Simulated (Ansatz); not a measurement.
# S on Mg(0001): change of the work function, part 2 of 2

Wanted: Δφ(θ) for S/Mg(0001), starting from the fcc site.

Ansatz 0.2.0; plane-wave DFT, PBE, Ansatz PAW.

So far, work function, upper face (eV): step 2 (the clean slab) 3.79; step 3 (37 atoms, coverage 0.111 ML, cell 3x3) 4.23; step 4 (17 atoms, coverage 0.25 ML, cell 2x2) 4.80.

## Step 5: Adsorbate added, k-mesh 6×6×1, coverage 0.5 ML

System of this step: S/Mg(0001). The cell holds 18 atoms: 16 Mg and 2 S. Cell: a = 6.420 Å, b = 6.420 Å, c = 27.576 Å, α = 90.0°, β = 90.0°, γ = 60.0°. Vacuum lies along c.

The input, input.yaml:

```yaml
crystal:
  lattice:
    - [6.4199999999, 0.0, 0.0]
    - [3.21, 5.5598830922, 0.0]
    - [0.0, 0.0, 27.5760900775]
  atoms:
    - { symbol: Mg, position: [0.3333333333, 0.3333333333, 0.3263696911] }
    - { symbol: Mg, position: [0.0, 0.0, 0.4208907052] }
    - { symbol: Mg, position: [0.3333333333, 0.3333333333, 0.5155965706] }
    - { symbol: Mg, position: [0.0, 0.0, 0.610973011] }
    - { symbol: Mg, position: [0.3333333333, 0.8333333333, 0.3263696911] }
    - { symbol: Mg, position: [0.0, 0.5, 0.4208907052] }
    - { symbol: Mg, position: [0.3333333333, 0.8333333333, 0.5155965706] }
    - { symbol: Mg, position: [0.0, 0.5, 0.610973011] }
    - { symbol: Mg, position: [0.8333333333, 0.3333333333, 0.3263696911] }
    - { symbol: Mg, position: [0.5, 0.0, 0.4208907052] }
    - { symbol: Mg, position: [0.8333333333, 0.3333333333, 0.5155965706] }
    - { symbol: Mg, position: [0.5, 0.0, 0.610973011] }
    - { symbol: Mg, position: [0.8333333333, 0.8333333333, 0.3263696911] }
    - { symbol: Mg, position: [0.5, 0.5, 0.4208907052] }
    - { symbol: Mg, position: [0.8333333333, 0.8333333333, 0.5155965706] }
    - { symbol: Mg, position: [0.5, 0.5, 0.610973011] }
    - { symbol: S, position: [0.1666666667, 0.1666666667, 0.6736303089] }
    - { symbol: S, position: [0.6666666667, 0.1666666667, 0.6736303089] }
kpoints:
  mp_grid: { grid: [6, 6, 1] }
hamiltonian:
  xc: pbe
scf:
  occupations: { method: fermi_dirac, width: 0.1 }
  convergence: { dr2_threshold: 1.0e-08 }
efield:
  axis: 3
  dipole_correction: true
  ramp_position: 0.97
  ramp_width: 0.06
relax:
  f_tol: 0.02
  max_steps: 60
  constraints: [{ sites: [0, 1, 4, 5, 8, 9, 12, 13] }]
output:
  dos: { projected: true, e_range: [-8, 4] }
  write_potential: true
  write_density: true
  volumetric_format: npy
  elf: true
```

Command:

```sh
$ ansatz run input.yaml --threads 4 --pin off --max-ram 16384MiB --backend cpu --events-out ev --progress --plain --runs-dir out
```

Wall time 3.1 min (4 threads of Arm Neoverse V1, shared host); peak memory 2.8 GiB.

The steps of the relaxation:

```csv
step,energy less that of the first step (eV),largest force component (eV/Å)
1,0.0000,1.0813
2,-0.2192,0.4553
3,-0.2635,0.2049
4,-0.2785,0.0748
5,-0.2831,0.0394
6,-0.2861,0.0061
```

The run keeps the 4 symmetry operations that the program found, so distortions that break them were not tested.

The atoms that moved most (Å):

```csv
atom,dx,dy,dz,length
S18,0.000,0.205,-0.179,0.272
S17,0.000,0.205,-0.179,0.272
Mg4,0.000,0.004,0.165,0.165
Mg12,0.000,0.004,0.165,0.165
Mg8,0.000,0.018,-0.145,0.146
Mg16,0.000,0.018,-0.145,0.146
Mg3,0.000,-0.020,-0.068,0.071
Mg11,0.000,-0.020,-0.068,0.071
```

The relaxed structure:

```xyz
18
Lattice="6.4200 0.0000 0.0000 3.2100 5.5599 0.0000 0.0000 0.0000 27.5761" Properties=species:S:1:pos:R:3
Mg    3.2100    1.8533    9.0000
Mg    0.0000    0.0000   11.6065
Mg    3.2100    1.8329   14.1497
Mg    0.0000    0.0040   17.0130
Mg    4.8150    4.6332    9.0000
Mg    1.6050    2.7799   11.6065
Mg    4.8150    4.6480   14.2547
Mg    1.6050    2.7976   16.7036
Mg    6.4200    1.8533    9.0000
Mg    3.2100    0.0000   11.6065
Mg    6.4200    1.8329   14.1497
Mg    3.2100    0.0040   17.0130
Mg    8.0250    4.6332    9.0000
Mg    4.8150    2.7799   11.6065
Mg    8.0250    4.6480   14.2547
Mg    4.8150    2.7976   16.7036
S     1.6050    1.1314   18.3976
S     4.8150    1.1314   18.3976
```

The density of states has structure finer than the step of the table below, so its rows give means over 0.25 eV. Peaks (eV: height): -2.770: 13.0, -2.410: 15.7, -2.200: 13.0, -1.800: 11.9, -0.300: 21.5, -0.210: 14.0, -0.120: 17.4.

Density of states against energy, zero at the Fermi level; means over each step:

```csv
energy (eV),density of states (states/eV a cell)
-6.75,0
-6.50,0.704
-6.25,1.47
-6.00,1.51
-5.75,1.60
-5.50,3.68
-5.25,3.03
-5.00,3.65
-4.75,3.45
-4.50,2.33
-4.25,8.75
-4.00,6.75
-3.75,5.45
-3.50,7.40
-3.25,7.76
-3.00,7.07
-2.75,9.45
-2.50,11.1
-2.25,9.68
-2.00,4.39
-1.75,8.56
-1.50,9.47
-1.25,6.87
-1.00,7.15
-0.75,7.00
-0.50,7.00
-0.25,12.0
0.00,7.11
0.25,7.85
0.50,7.48
0.75,6.11
1.00,8.24
1.25,9.85
1.50,8.74
1.75,8.02
```

The relaxation took 6 steps and lowered the energy by 0.29 eV; the largest force on the free atoms ends at 0.0061 eV/Å.

The covered face has 5.53 eV, +1.74 eV against the clean one; the bare back face has moved by -0.05 eV, a measure of how thin the slab is.

## Step 6: The covered slab, k-mesh 12×12×1, coverage 1 ML

System of this step: S/Mg(0001). The cell holds 5 atoms: 4 Mg and 1 S. Cell: a = 3.210 Å, b = 3.210 Å, c = 27.576 Å, α = 90.0°, β = 90.0°, γ = 60.0°. Vacuum lies along c.

input.yaml, the sections that differ from step 5:

```yaml
crystal:
  lattice:
    - [3.21, 0.0, 0.0]
    - [1.605, 2.7799415461, 0.0]
    - [0.0, 0.0, 27.5760900775]
  atoms:
    - { symbol: Mg, position: [0.6666666667, 0.6666666667, 0.3263696911] }
    - { symbol: Mg, position: [0.0, 0.0, 0.4208907052] }
    - { symbol: Mg, position: [0.6666666667, 0.6666666667, 0.5155965706] }
    - { symbol: Mg, position: [0.0, 0.0, 0.610973011] }
    - { symbol: S, position: [0.3333333333, 0.3333333333, 0.6736303089] }
kpoints:
  mp_grid: { grid: [12, 12, 1] }
relax:
  f_tol: 0.02
  max_steps: 60
  constraints: [{ sites: [0, 1] }]
output:
  write_potential: true
  write_density: true
  volumetric_format: npy
# hamiltonian, scf, efield: as in step 5
```

The job ended after 10 s (4 threads; peak memory 0.52 GiB; 39 s of CPU time).

Step by step:

```csv
step,energy less that of the first step (eV),largest force component (eV/Å)
1,0.0000,0.8405
2,-0.0645,0.4544
3,-0.0847,0.0455
4,-0.0849,0.0026
```

Forces are held to the 6 operations that the program found; a distortion that breaks them can't arise in this run.

The atoms that moved most (Å):

```csv
atom,dx,dy,dz,length
S5,0.000,0.000,-0.109,0.109
Mg4,0.000,0.000,0.083,0.083
Mg3,0.000,0.000,-0.011,0.011
```

Final coordinates:

```
Mg S
1.0
     3.21000    0.00000    0.00000
     1.60500    2.77994    0.00000
     0.00000    0.00000   27.57609
Mg S
4 1
Direct
  0.66667 0.66667 0.32637
  0.00000 0.00000 0.42089
  0.66667 0.66667 0.51518
  0.00000 0.00000 0.61399
  0.33333 0.33333 0.66967
```

The relaxation took 4 steps and lowered the energy by 0.085 eV; the largest force on the free atoms ends at 0.0026 eV/Å.

The covered face has 6.17 eV, +2.38 eV against the clean one; the bare back face has moved by -0.04 eV, a measure of how thin the slab is.

## Step 7: Work function against coverage

This step: plane-wave DFT, PBE, Ansatz PAW; work function against coverage (Ansatz 0.2.0).

The runs are now put side by side.

This step gave:

```yaml
work_function_of_the_clean_face: 3.787 eV
largest_change_of_the_work_function: 2.383 eV
```

Table of work function of the covered face by coverage:

```csv
coverage (adsorbates/nm²),work function of the covered face (eV)
0.00,3.79
1.25,4.23
2.80,4.80
5.60,5.53
11.21,6.17
```

The dipole per adsorbate comes from the change of the cell's dipole. Coverage, by row:

```csv
coverage (1/nm²),coverage (ML),work function (eV),change (eV),"dipole per adsorbate, positive end outwards (debye)",mean height of the added atoms over the highest substrate atom (Å)
1.245,0.1111,4.229,0.4416,-1.016,1.502
2.802,0.25,4.799,1.012,-0.998,1.522
5.603,0.5,5.528,1.741,-0.847,1.385
11.21,1,6.17,2.383,-0.574,1.535
```

## Step 8: Outcome

```
work function of the clean face                        : 3.79 eV
work function at 0.11 ML                               : 4.23 eV
work function at 0.25 ML                               : 4.80 eV
work function at 0.5 ML                                : 5.53 eV
work function at 1 ML                                  : 6.17 eV
dipole per adsorbate at 0.11 ML, positive end outwards : -1.02 D
```

S raises the work function of Mg(0001) at the lowest coverage, by 0.44 eV: the adsorbate layer has its negative end outwards. The dipole per adsorbate falls from 1.02 to 0.57 D as the layer fills. Neighbouring dipoles depolarise each other, and heights and bonding change with coverage too. The slab has 4 layers, at the tabulated experimental lattice constant, one starting site was run, and quantum-size effects of a slab this thin can reach one or two tenths of an eV.

[Long decimals in the printed logs are rounded to 6 places.]

[Logs are printed without paths, hosts, clocks, repeated set-up lines and the standing remarks that a program may print on its own settings, such as how far it seeks lower states.]

[Hosts, paths, dates, database ids (printed as entryN), source tags and the programs' standing remarks are cut or masked in the printed files.]

[Maps of the electrostatic potential energy from Ansatz leave out the sawtooth potential of an applied field or a dipole correction, so their vacuum need not be flat; planar profiles and work functions include it.]

[The density of states shown here was stored with 400 of the rows of the run's finer table, so its peaks can read low, often by over a quarter, or be missed, and its means over a window can be off by a tenth or more.]
